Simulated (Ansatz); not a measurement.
# CuPd (Skaergaardite, Pm-3m): relaxing the cell for a phonon run

Aim: bring CuPd (Skaergaardite, Pm-3m) to small forces and stress, as phonons need.

Main program and level: Ansatz 0.2.0; DFT PBEsol, scalar-relativistic, plane waves, PAW; PAW set soft_1.

Most raw output is cut from this account.

The database entry behind the starting cell differs from later determinations by our own check (about 0.35 % long), so it need not match the best structure at ambient conditions.

## Step 1: Set-up

It takes space group Pm-3m (No. 221, cubic). Conventional cell: a = 2.988 Å, b = 2.988 Å, c = 2.988 Å, α = 90.00°, β = 90.00°, γ = 90.00°. Nearest to Cu lie 8 Pd at 2.59 Å. Nearest to Pd lie 8 Cu at 2.59 Å. Farther neighbours are not listed.

## Step 2: A coarse first look

First a cheap look: the gap decides the mesh and the occupations, the pressure tells how far the cell has to move.

Contents of input.yaml:

```yaml
crystal:
  lattice:
    - [2.988, 0.0, 0.0]
    - [0.0, 2.988, 0.0]
    - [0.0, 0.0, 2.988]
  atoms:
    - { symbol: Cu, position: [0.0, 0.0, 0.0] }
    - { symbol: Pd, position: [0.5, 0.5, 0.5] }
kpoints:
  mp_grid: { grid: [6, 6, 6] }
hamiltonian:
  xc: pbesol
  pseudopotentials: { kind: paw, azcp: { folder: soft_1 }, xc_functional: pbe }
scf:
  occupations: { method: gaussian, width: 0.1 }
output:
  forces: true
  stress: true
  eigenvalues: true
```

The run is started by

```console
> ansatz run input.yaml --threads 4 --pin off --max-ram 10240MiB --backend cpu --events-out ev --progress --plain --runs-dir out
```

It took 0.5 s on 4 threads of Arm Neoverse V1, shared host; peak memory 0.29 GiB.

Numbers from this step:

```
pressure          : -4.112 GPa
volume per atom   : 13.34 Å³
gap on the k-mesh : 0 eV
```

The coarse mesh shows no gap and a pressure of -4.1 GPa.

## Step 3: Bringing the structure to rest

The cell and atoms are relaxed, since residual forces and stress would shift the frequencies.

input.yaml: that of step 2 with these lines changed.

```diff
@@ -9,3 +9,3 @@
 kpoints:
-  mp_grid: { grid: [6, 6, 6] }
+  mp_grid: { grid: [14, 14, 14] }
 hamiltonian:
@@ -19 +19,6 @@
   eigenvalues: true
+relax:
+  adjacent_minimum: "off"
+  f_tol: 0.005
+  max_steps: 80
+  cell: { stress_tol: 0.05 }
```

Run time: 3.8 s. Hardware: 4 threads; peak memory 0.38 GiB.

Relaxation path:

```
step  energy less that of the first step (eV)  largest force component (eV/Å)  pressure (GPa)  volume (Å³)
   1                                   0.0000                          0.0000           -4.63        26.68
   2                                  -0.0109                          0.0000            0.01        25.96
  3*                                  -0.0105                          0.0000            0.03        25.96
```

Relaxation steps marked * repeat the geometry before them on a plane-wave basis chosen anew for their cell, so energy and pressure can jump there.

Forces are held to the 48 operations that the run works with; a distortion that breaks them can't arise in this run.

| conventional cell, symmetrised | before | after | change |
| --- | --- | --- | --- |
| a (Å) | 2.988 | 2.961 | -0.9 % |
| b (Å) | 2.988 | 2.961 | -0.9 % |
| c (Å) | 2.988 | 2.961 | -0.9 % |
| volume (Å³/atom) | 13.34 | 12.98 | -2.7 % |

The relaxed structure:

```xyz
2
Lattice="2.9612 0.0000 0.0000 0.0000 2.9612 0.0000 0.0000 0.0000 2.9612" Properties=species:S:1:pos:R:3 pbc="T T T"
Cu    0.0000    0.0000    0.0000
Pd    1.4806    1.4806    1.4806
```

This step gave:

```yaml
pressure: 0.03063 GPa
volume_per_atom: 12.98 Å³
```

In this step the volume went from 13.34 to 12.98 Å³/atom.

## Step 4: Relaxing to small forces for the phonons

Phonons need a cell at rest on their own settings, so the relaxation is repeated with tight tolerances on forces and stress on the k mesh and occupations of the first response run.

input.yaml, the sections that differ from step 3:

```yaml
crystal:
  lattice:
    - [2.9611505756, 0.0, 0.0]
    - [0.0, 2.9611505756, 0.0]
    - [0.0, 0.0, 2.9611505756]
  atoms:
    - { symbol: Cu, position: [0.0, 0.0, 0.0] }
    - { symbol: Pd, position: [0.5, 0.5, 0.5] }
kpoints:
  mp_grid: { grid: [16, 16, 16] }
scf:
  occupations: { method: methfessel_paxton, width: 0.2 }
relax:
  adjacent_minimum: "off"
  f_tol: 0.001
  max_steps: 60
  cell: { stress_tol: 0.01 }
# hamiltonian, output: as in step 3
```

Elapsed: 4.5 s, on 4 threads; peak memory 0.4 GiB.

Little changed from the start: no atom moved by 0.005 Å and no cell edge by 0.1 %.

This step gave:

- pressure: -0.001177 GPa

The forces vanish by symmetry and the pressure is -0.001 GPa, within the tolerances set. The cell now holds 12.98 Å³/atom.

## Step 5: Outcome

```json
{"space group after relaxation (within 0.01 Å)": "Pm-3m", "lattice constant a": "2.961 Å", "lattice constant b": "2.961 Å", "lattice constant c": "2.961 Å", "volume per atom": "13.0 Å³"}
```

The forces vanish by symmetry and the pressure is -0.001 GPa, within the tolerances set. The cell now holds 12.98 Å³/atom. The relaxation keeps the symmetry of its start, so it says nothing on stability against lower symmetry. The runs are without spin polarisation, although the cell has an odd electron count. The PAW files were made for PBE and serve the other functionals too.

[Logs are printed without paths, hosts, clocks, repeated set-up lines and the standing remarks that a program may print on its own settings, such as how far it seeks lower states.]

[Hosts, paths, dates, database ids (printed as entryN), source tags and the programs' standing remarks are cut or masked in the printed files.]
